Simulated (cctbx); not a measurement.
# Cs2LuAgF6: precision against data quality

Space group Fm-3m (no. 225), a = 9.4410 Å, b = 9.4410 Å, c = 9.4410 Å, α = 90.00°, β = 90.00°, γ = 90.00°.

| atom | mult. | x | y | z | Ueq (Å²) |
| --- | --- | --- | --- | --- | --- |
| Lu1 | 4 | 1/2 | 0 | 0 | 0.0067 |
| Cs1 | 8 | 1/4 | 3/4 | 3/4 | 0.0043 |
| Ag1 | 4 | 0 | 0 | 0 | 0.0050 |
| F1 | 24 | 0 | 0 | 0.7488 | 0.0079 |

This is a model crystal, built by substitution and not relaxed, with assumed displacement parameters.

Five simulated data sets (cctbx; Ag Kα, λ = 0.56087 Å; 3 % proportional error) differ in resolution or exposure (noise floor 2 counts in the first three, 8 in the last two). Each is refined with the right model, isotropic at 1.1 Å and anisotropic otherwise. How do the figures of merit and the uncertainties move?

| d min (Å) | top counts | ⟨I/σ⟩ (unmerged, absences included) | unique | param. (scale apart) | Rint | R1 | GooF | largest s.u. xyz (fractional) | s.u. U of F1 (Å²) | largest error (Å) |
| --- | --- | --- | --- | --- | --- | --- | --- | --- | --- | --- |
| 1.1 | 70000 | 5.7 | 31 | 5 | 0.025 | 0.0035 | 1.00 | 0.00011 | 0.0005 | 0.0001 |
| 0.84 | 70000 | 5.4 | 57 | 6 | 0.024 | 0.0029 | 0.88 | 0.00006 | 0.0002 | 0.0001 |
| 0.6 | 70000 | 4.1 | 137 | 6 | 0.026 | 0.0041 | 0.97 | 0.00005 | 0.0001 | 0.0004 |
| 0.75 | 300 | 0.4 | 78 | 6 | 0.259 | 0.0268 | 0.89 | 0.00437 | 0.0033 | 0.0115 |
| 0.75 | 3000 | 1.6 | 78 | 6 | 0.053 | 0.0144 | 0.89 | 0.00051 | 0.0010 | 0.0012 |

The number of reflections grows roughly as 1/d³: 31, 57 and 137 here. R1 follows the noise rather than the truth: at 300 counts it is 0.0268, at 3000 counts 0.0144, while GooF is 0.89 and 0.89: the weights 1/σ² carry the noise. The s.u. of U (U11 where anisotropic) for F1 goes 0.0005, 0.0002, 0.0001 Å² with resolution and 0.0033, 0.0010 Å² with exposure.

Hardware for the 0.6 Å refinement: 0.45 s on 1 thread of AMD EPYC 7R13 Processor (Zen 3) (shared host), peak memory 0.09 GiB.
